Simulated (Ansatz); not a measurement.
# Li on Al(111): change of the work function, part 3 of 3

Wanted: Δφ(θ) for Li/Al(111), starting from the fcc site.

Ansatz 0.2.0; plane-wave DFT, PBE, Ansatz PAW.

So far, work function, upper face (eV): step 2 (the clean slab) 4.02; step 3 (17 atoms, coverage 0.25 ML, cell 2x2) 2.21.

### 4. Adsorbate added, k-mesh 12×12×1, coverage 1 ML

System of this step: Li/Al(111). The cell holds 5 atoms: 4 Al and 1 Li. Its edges and angles: a = 2.864 Å, b = 2.864 Å, c = 26.918 Å, α = 90.0°, β = 90.0°, γ = 60.0°. Vacuum lies along c.

Another coverage, to see how the dipoles act on each other as their distance changes.

Input file input.yaml:

```yaml
crystal:
  lattice:
    - [2.8637824638, 0.0, 0.0]
    - [1.4318912319, 2.4801083646, 0.0]
    - [0.0, 0.0, 26.9181080767]
  atoms:
    - { symbol: Al, position: [0.0, 0.0, 0.3343474205] }
    - { symbol: Al, position: [0.3333333333, 0.3333333333, 0.4212134284] }
    - { symbol: Al, position: [0.6666666667, 0.6666666667, 0.506126198] }
    - { symbol: Al, position: [0.0, 0.0, 0.5928170056] }
    - { symbol: Li, position: [0.3333333333, 0.3333333333, 0.6656525795] }
kpoints:
  mp_grid: { grid: [12, 12, 1] }
hamiltonian:
  xc: pbe
scf:
  occupations: { method: fermi_dirac, width: 0.1 }
  convergence: { dr2_threshold: 1.0e-08 }
efield:
  axis: 3
  dipole_correction: true
  ramp_position: 0.97
  ramp_width: 0.06
relax:
  f_tol: 0.02
  max_steps: 60
  constraints: [{ sites: [0, 1] }]
output:
  write_potential: true
  write_density: true
  volumetric_format: npy
```

Run with:

```console
> ansatz run input.yaml --threads 2 --pin off --max-ram 3072MiB --backend cpu --events-out ev --progress --plain --runs-dir out
```

Numbers of over 12 decimals in the logs are rounded to 6 here.

The program printed:

```text
[...]
Crystal: 5 atoms, lattice volume = 191.186 Å³
Basis set: ecut = 420 eV, 3749 PW (Γ), exchange–correlation on 40×40×360 points (8 copies of the dense FFT grid, shifted against one another)
Bands: 13, of which v1, the nominal top of the filled ones, is band 8 counted from 1 (7 counted from 0)
Symmetry: 6 space group operations
[...]
k-points: 19 of 144 (time reversal used)
[...]
SCF iter   1: F=—  HF=-2354.075049 eV  |F-HF|=—  |Δ(HF+E_count)|=         —  Δρ=1.72e-3  dr2=1.48e-1  ethr=1.77e-3  p=0.010 e·Å  D=9.43e-3 V/Å  ΔV_dip=-0.25 eV  dr2_dipole=2.03e-2  V_vac-E_F(+/−)=3.73/3.98 eV  ⟨swp⟩=8.5  Hψ=2031  notcnv=0
[...]
SCF iter   8: F=-2354.068637 eV  HF=-2354.068637 eV  |F-HF|=1.38e-9  |Δ(HF+E_count)|=   1.50e-8  Δρ=4.49e-7  dr2=1.11e-9  ethr=6.67e-11  p=0.020 e·Å  D=1.88e-2 V/Å  ΔV_dip=-0.51 eV  dr2_dipole=1.24e-10  V_vac-E_F(+/−)=3.50/4.01 eV  ⟨swp⟩=9.1  Hψ=1446  notcnv=0
SCF 1 converged in 8 iterations: F = -2354.068637 eV  dr2 = 1.11e-9
[...]
relax step   1: F+E_penalty+E_count = -2354.06863703 eV  Δ(F+E_penalty+E_count) = +0.000e0 eV  max|allowed force component| = 6.935e-1 eV/Å  Δτ_max = 0.0000 Å  (8 SCF iters, accepted)
[...]
SCF iter   1: F=—  HF=-2354.188569 eV  |F-HF|=—  |Δ(HF+E_count)|=         —  Δρ=4.01e-3  dr2=5.18e-1  ethr=3.10e-3  p=0.020 e·Å  D=1.88e-2 V/Å  ΔV_dip=-0.51 eV  dr2_dipole=9.05e-2  V_vac-E_F(+/−)=3.44/3.95 eV  ⟨swp⟩=3.8  Hψ=1025  notcnv=0  defer=1
[...]
SCF iter   9: F=-2354.148158 eV  HF=-2354.148158 eV  |F-HF|=1.11e-9  |Δ(HF+E_count)|=   1.94e-9  Δρ=3.16e-7  dr2=1.70e-9  ethr=6.67e-11  p=0.016 e·Å  D=1.48e-2 V/Å  ΔV_dip=-0.40 eV  dr2_dipole=3.70e-10  V_vac-E_F(+/−)=3.62/4.02 eV  ⟨swp⟩=8.7  Hψ=1379  notcnv=0
SCF 2 converged in 9 iterations: F = -2354.148158 eV  dr2 = 1.70e-9
relax step   2: F+E_penalty+E_count = -2354.14815780 eV  Δ(F+E_penalty+E_count) = -7.952e-2 eV  max|allowed force component| = 8.303e-2 eV/Å  Δτ_max = 0.1826 Å  (9 SCF iters, accepted)
[...]
SCF iter   8: F=-2354.150288 eV  HF=-2354.150288 eV  |F-HF|=2.55e-9  |Δ(HF+E_count)|=   6.80e-9  Δρ=3.78e-7  dr2=1.24e-9  ethr=6.67e-11  p=0.015 e·Å  D=1.41e-2 V/Å  ΔV_dip=-0.38 eV  dr2_dipole=4.29e-11  V_vac-E_F(+/−)=3.65/4.03 eV  ⟨swp⟩=8.6  Hψ=1351  notcnv=0
SCF 3 converged in 8 iterations: F = -2354.150288 eV  dr2 = 1.24e-9
relax step   3: F+E_penalty+E_count = -2354.15028751 eV  Δ(F+E_penalty+E_count) = -2.130e-3 eV  max|allowed force component| = 1.880e-2 eV/Å  Δτ_max = 0.0666 Å  (8 SCF iters, accepted)
[...]
SCF converged after 8 iterations
Free energy (F): -2354.150288 eV
[...]
Internal energy: -2354.067673 eV  (E = F + TS)
E sigma→0 (E₀):  -2354.108980 eV
Entropy (-TS):   -0.082615 eV (-16.523 meV/atom)
Fermi energy:    0.762292 eV
Dipole field:    D = 0.014106 V/Å  (p = 0.014904 e·Å, saw-weighted, corrected)
Work function:   Φ+ = 3.6520 eV   Φ− = 4.0317 eV
[...]
--- Forces (eV/Å), atoms counted from 1 ---
  atom   1  Al    -0.00000000     0.00000000    -0.00575834
  atom   2  Al     0.00000000     0.00000000    -0.00503153
  atom   3  Al     0.00000000    -0.00000000     0.00251952
  atom   4  Al     0.00000000    -0.00000000     0.01879644
  atom   5  Li    -0.00000000     0.00000000    -0.01052116
  max |Σ_I F_I| component: 4.94e-6 eV/Å
--- Band table (eV; the first three rows and the last of 19) ---
  k-point 0: bands = [... 4 lower, -5.2799, -2.9913, -0.7152, 0.5459, 2.8294, 4.0404, 4.7203, 4.9987, ... 1 higher]
  k-point 1: bands = [... 4 lower, -5.1192, -2.8420, -0.5806, 0.7032, 2.9768, 4.2008, 4.8809, 5.1579, ... 1 higher]
  k-point 2: bands = [... 4 lower, -4.6390, -2.3953, -0.1813, 1.1696, 3.3970, 4.6649, 5.3146, 5.5981, ... 1 higher]
  k-point 18: bands = [... 4 lower, -1.4105, -1.3413, -1.2273, -0.0723, 0.0862, 0.6957, 1.9555, 2.3079, ... 1 higher]
--- Relaxed structure (3 steps of the walk, 3 accepted, 0 SCFs on fresh bases) ---
  F+E_penalty+E_count = -2354.15028751 eV   max|allowed force component| = 1.880e-2 eV/Å
  atoms:
[...]
- { symbol: Al, position: [0.333333, 0.333333, 0.421213] }
    - { symbol: Al, position: [0.666667, 0.666667, 0.505663] }
[...]
- { symbol: Li, position: [0.333333, 0.333333, 0.674909] }
```

It took 1.8 min on 2 threads of Arm Neoverse N1, shared host; peak memory 0.37 GiB; 27 s of CPU time.

The steps of the relaxation:

| step | energy less that of the first step (eV) | largest force component (eV/Å) |
| --- | --- | --- |
| 1 | 0.0000 | 0.6935 |
| 2 | -0.0795 | 0.0830 |
| 3 | -0.0817 | 0.0188 |

The run keeps the 6 symmetry operations that it works with, so distortions that break them were not tested.

The atoms that moved most (Å):

| atom | dx | dy | dz | length |
| --- | --- | --- | --- | --- |
| Li5 | 0.000 | 0.000 | 0.249 | 0.249 |
| Al4 | 0.000 | 0.000 | -0.029 | 0.029 |
| Al3 | 0.000 | 0.000 | -0.012 | 0.012 |

This step gave:

- energy at zero smearing: -2354.1090 eV
- work function, upper face: 3.652 eV
- work function, lower face: 4.032 eV
- dipole along the normal: 0.01490 e·Å
- step between the vacuum levels: -0.3797 eV

Running mean over 2.338 Å of the planar mean; the ramp of the sawtooth is left out. Electron's electrostatic potential energy less the Fermi level against z:

| z (Å) | electron's electrostatic potential energy less the Fermi level (eV) |
| --- | --- |
| 3.5 | 4.03 |
| 4.0 | 4.03 |
| 4.5 | 4.03 |
| 5.0 | 4.02 |
| 5.5 | 4.00 |
| 6.0 | 3.94 |
| 6.5 | 3.70 |
| 7.0 | 2.93 |
| 7.5 | 1.02 |
| 8.0 | -1.34 |
| 8.5 | -3.45 |
| 9.0 | -4.38 |
| 9.5 | -4.54 |
| 10.0 | -4.57 |
| 10.5 | -4.59 |
| 11.0 | -4.60 |
| 11.5 | -4.66 |
| 12.0 | -4.80 |
| 12.5 | -4.83 |
| 13.0 | -4.78 |
| 13.5 | -4.63 |
| 14.0 | -4.62 |
| 14.5 | -4.66 |
| 15.0 | -4.64 |
| 15.5 | -4.58 |
| 16.0 | -4.41 |
| 16.5 | -3.85 |
| 17.0 | -3.29 |
| 17.5 | -2.69 |
| 18.0 | -1.84 |
| 18.5 | -1.45 |
| 19.0 | -0.605 |
| 19.5 | 1.17 |
| 20.0 | 2.58 |
| 20.5 | 3.21 |
| 21.0 | 3.48 |
| 21.5 | 3.59 |
| 22.0 | 3.63 |
| 22.5 | 3.64 |
| 23.0 | 3.65 |
| 23.5 | 3.65 |

The relaxation took 3 steps and lowered the energy by 0.082 eV; the largest force on the free atoms ends at 0.019 eV/Å.

The covered face has 3.65 eV, -0.37 eV against the clean one; the bare back face has moved by +0.01 eV, a measure of how thin the slab is.

### 5. The covered slab, k-mesh 4×4×1, coverage 0.111 ML

System of this step: Li/Al(111). The cell holds 37 atoms: 36 Al and 1 Li. Its edges and angles: a = 8.591 Å, b = 8.591 Å, c = 26.918 Å, α = 90.0°, β = 90.0°, γ = 60.0°. Vacuum lies along c.

Another coverage, to see how the dipoles act on each other as their distance changes.

Input file input.yaml:

```yaml
crystal:
  lattice:
    - [8.5913473915, 0.0, 0.0]
    - [4.2956736957, 7.4403250937, 0.0]
    - [0.0, 0.0, 26.9181080767]
  atoms:
    - { symbol: Al, position: [0.0, 0.0, 0.3343474205] }
    - { symbol: Al, position: [0.1111111111, 0.1111111111, 0.4212134284] }
    - { symbol: Al, position: [0.2222222222, 0.2222222222, 0.506126198] }
    - { symbol: Al, position: [0.0, 0.0, 0.5928170056] }
    - { symbol: Al, position: [0.0, 0.3333333333, 0.3343474205] }
    - { symbol: Al, position: [0.1111111111, 0.4444444444, 0.4212134284] }
    - { symbol: Al, position: [0.2222222222, 0.5555555556, 0.506126198] }
    - { symbol: Al, position: [0.0, 0.3333333333, 0.5928170056] }
    - { symbol: Al, position: [0.0, 0.6666666667, 0.3343474205] }
    - { symbol: Al, position: [0.1111111111, 0.7777777778, 0.4212134284] }
    - { symbol: Al, position: [0.2222222222, 0.8888888889, 0.506126198] }
    - { symbol: Al, position: [0.0, 0.6666666667, 0.5928170056] }
    - { symbol: Al, position: [0.3333333333, 0.0, 0.3343474205] }
    - { symbol: Al, position: [0.4444444444, 0.1111111111, 0.4212134284] }
    - { symbol: Al, position: [0.5555555556, 0.2222222222, 0.506126198] }
    - { symbol: Al, position: [0.3333333333, 0.0, 0.5928170056] }
    - { symbol: Al, position: [0.3333333333, 0.3333333333, 0.3343474205] }
    - { symbol: Al, position: [0.4444444444, 0.4444444444, 0.4212134284] }
    - { symbol: Al, position: [0.5555555556, 0.5555555556, 0.506126198] }
    - { symbol: Al, position: [0.3333333333, 0.3333333333, 0.5928170056] }
    - { symbol: Al, position: [0.3333333333, 0.6666666667, 0.3343474205] }
    - { symbol: Al, position: [0.4444444444, 0.7777777778, 0.4212134284] }
    - { symbol: Al, position: [0.5555555556, 0.8888888889, 0.506126198] }
    - { symbol: Al, position: [0.3333333333, 0.6666666667, 0.5928170056] }
    - { symbol: Al, position: [0.6666666667, 0.0, 0.3343474205] }
    - { symbol: Al, position: [0.7777777778, 0.1111111111, 0.4212134284] }
    - { symbol: Al, position: [0.8888888889, 0.2222222222, 0.506126198] }
    - { symbol: Al, position: [0.6666666667, 0.0, 0.5928170056] }
    - { symbol: Al, position: [0.6666666667, 0.3333333333, 0.3343474205] }
    - { symbol: Al, position: [0.7777777778, 0.4444444444, 0.4212134284] }
    - { symbol: Al, position: [0.8888888889, 0.5555555556, 0.506126198] }
    - { symbol: Al, position: [0.6666666667, 0.3333333333, 0.5928170056] }
    - { symbol: Al, position: [0.6666666667, 0.6666666667, 0.3343474205] }
    - { symbol: Al, position: [0.7777777778, 0.7777777778, 0.4212134284] }
    - { symbol: Al, position: [0.8888888889, 0.8888888889, 0.506126198] }
    - { symbol: Al, position: [0.6666666667, 0.6666666667, 0.5928170056] }
    - { symbol: Li, position: [0.1111111111, 0.1111111111, 0.6656525795] }
kpoints:
  mp_grid: { grid: [4, 4, 1] }
hamiltonian:
  xc: pbe
scf:
  occupations: { method: fermi_dirac, width: 0.1 }
  convergence: { dr2_threshold: 1.0e-08 }
efield:
  axis: 3
  dipole_correction: true
  ramp_position: 0.97
  ramp_width: 0.06
relax:
  f_tol: 0.02
  max_steps: 60
  constraints:
    - { sites: [0, 1, 4, 5, 8, 9, 12, 13, 16, 17, 20, 21, 24, 25, 28, 29, 32, 33] }
output:
  write_potential: true
  write_density: true
  volumetric_format: npy
```

The program printed:

```text
[...]
Crystal: 37 atoms, lattice volume = 1720.671 Å³
Basis set: ecut = 420 eV, 33587 PW (Γ), exchange–correlation on 120×120×360 points (8 copies of the dense FFT grid, shifted against one another)
Bands: 93, of which v1, the nominal top of the filled ones, is band 56 counted from 1 (55 counted from 0)
Symmetry: 6 space group operations
[...]
- { symbol: Al, position: [-0.00222852, 0.337790, 0.593220] }
[...]
- { symbol: Al, position: [0.666667, 0.666667, 0.334347] }
    - { symbol: Al, position: [0.777778, 0.777778, 0.421213] }
    - { symbol: Al, position: [0.888770, 0.888770, 0.506344] }
    - { symbol: Al, position: [0.666502, 0.666502, 0.593177] }
    - { symbol: Li, position: [0.111111, 0.111111, 0.674260] }
[key lines of the parts left out:]
SCF converged after 7 iterations
Free energy (F): -19548.318925 eV
Fermi energy:    0.547454 eV
Dipole field:    D = 0.044249 V/Å  (p = 0.420767 e·Å, saw-weighted, corrected)
Work function:   Φ+ = 2.8914 eV   Φ− = 4.0825 eV
```

Run time: 3 min. Hardware: 2 threads; peak memory 2 GiB.

Step by step:

| step | energy less that of the first step (eV) | largest force component (eV/Å) |
| --- | --- | --- |
| 1 | 0.0000 | 0.8002 |
| 2 | -0.1005 | 0.0279 |
| 3 | -0.1029 | 0.0054 |

Forces are held to the 6 operations that the run works with; a distortion that breaks them can't arise in this run.

The atoms that moved most (Å):

| atom | dx | dy | dz | length |
| --- | --- | --- | --- | --- |
| Li37 | 0.000 | 0.000 | 0.232 | 0.232 |
| Al32 | 0.002 | -0.001 | 0.040 | 0.040 |
| Al24 | 0.000 | 0.002 | 0.040 | 0.040 |
| Al20 | -0.002 | -0.001 | 0.040 | 0.040 |
| Al8 | 0.000 | 0.033 | 0.011 | 0.035 |
| Al16 | 0.029 | -0.017 | 0.011 | 0.035 |
| Al4 | -0.029 | -0.017 | 0.011 | 0.035 |
| Al11 | 0.000 | 0.000 | 0.023 | 0.023 |

Final coordinates:

```xyz
37
Lattice="8.5913 0.0000 0.0000 4.2957 7.4403 0.0000 0.0000 0.0000 26.9181" Properties=species:S:1:pos:R:3
Al    0.0000    0.0000    9.0000
Al    1.4319    0.8267   11.3383
Al    2.8635    1.6532   13.6467
Al   -0.0287   -0.0166   15.9684
Al    1.4319    2.4801    9.0000
Al    2.8638    3.3068   11.3383
Al    4.2977    4.1323   13.6348
Al    1.4319    2.5133   15.9684
Al    2.8638    4.9602    9.0000
Al    4.2957    5.7869   11.3383
Al    5.7276    6.6140   13.6467
Al    2.8659    4.9590   15.9672
Al    2.8638    0.0000    9.0000
Al    4.2957    0.8267   11.3383
Al    5.7276    1.6558   13.6348
Al    2.8925   -0.0166   15.9684
Al    4.2957    2.4801    9.0000
Al    5.7276    3.3068   11.3383
Al    7.1574    4.1323   13.6348
Al    4.2935    2.4789   15.9975
Al    5.7276    4.9602    9.0000
Al    7.1595    5.7869   11.3383
Al    8.5929    6.6127   13.6298
Al    5.7276    4.9627   15.9975
Al    5.7276    0.0000    9.0000
Al    7.1595    0.8267   11.3383
Al    8.5917    1.6532   13.6467
Al    5.7276    0.0025   15.9672
Al    7.1595    2.4801    9.0000
Al    8.5913    3.3068   11.3383
Al   10.0232    4.1353   13.6298
Al    7.1616    2.4789   15.9975
Al    8.5913    4.9602    9.0000
Al   10.0232    5.7869   11.3383
Al   11.4536    6.6127   13.6298
Al    8.5892    4.9590   15.9672
Li    1.4319    0.8267   18.1498
```

The relaxation took 3 steps and lowered the energy by 0.10 eV; the largest force on the free atoms ends at 0.0054 eV/Å.

The covered face has 2.89 eV, -1.13 eV against the clean one; the bare back face has moved by +0.06 eV, a measure of how thin the slab is.

### 6. Work function against coverage

This step: plane-wave DFT, PBE, Ansatz PAW; work function against coverage (Ansatz 0.2.0).

The runs are now put side by side.

Numbers from this step:

| Quantity | Value |
| --- | --- |
| work function of the clean face | 4.021 eV |
| largest change of the work function | -1.814 eV |

Work function of the covered face against coverage:

| coverage (adsorbates/nm²) | work function of the covered face (eV) |
| --- | --- |
| 0.00 | 4.02 |
| 1.56 | 2.89 |
| 3.52 | 2.21 |
| 14.08 | 3.65 |

The dipole per adsorbate comes from the change of the cell's dipole. Coverage, by row:

| coverage (1/nm²) | coverage (ML) | work function (eV) | change (eV) | dipole per adsorbate, positive end outwards (debye) | mean height of the added atoms over the highest substrate atom (Å) |
| --- | --- | --- | --- | --- | --- |
| 1.564 | 0.1111 | 2.891 | -1.129 | 2.024 | 2.152 |
| 3.52 | 0.25 | 2.206 | -1.814 | 1.408 | 2.051 |
| 14.08 | 1 | 3.652 | -0.3685 | 0.072 | 2.239 |

### 7. What came out

```json
{
  "work function of the clean face": "4.02 eV",
  "work function at 0.11 ML": "2.89 eV",
  "work function at 0.25 ML": "2.21 eV",
  "work function at 1 ML": "3.65 eV",
  "dipole per adsorbate at 0.11 ML, positive end outwards": "2.02 D"
}
```

Li lowers the work function of Al(111) at the lowest coverage, by 1.13 eV: the adsorbate layer has its positive end outwards. The dipole per adsorbate falls from 2.02 to 0.07 D as the layer fills. Neighbouring dipoles depolarise each other, and heights and bonding change with coverage too. The work function passes a minimum near 0.25 ML among the coverages run and rises again. The slab has 4 layers, at the tabulated experimental lattice constant, one starting site was run, and quantum-size effects of a slab this thin can reach one or two tenths of an eV.

[Logs are printed without paths, hosts, clocks, repeated set-up lines and the standing remarks that a program may print on its own settings, such as how far it seeks lower states.]

[Hosts, paths, dates, database ids (printed as entryN), source tags and the programs' standing remarks are cut or masked in the printed files.]

[Maps of the electrostatic potential energy from Ansatz leave out the sawtooth potential of an applied field or a dipole correction, so their vacuum need not be flat; planar profiles and work functions include it.]
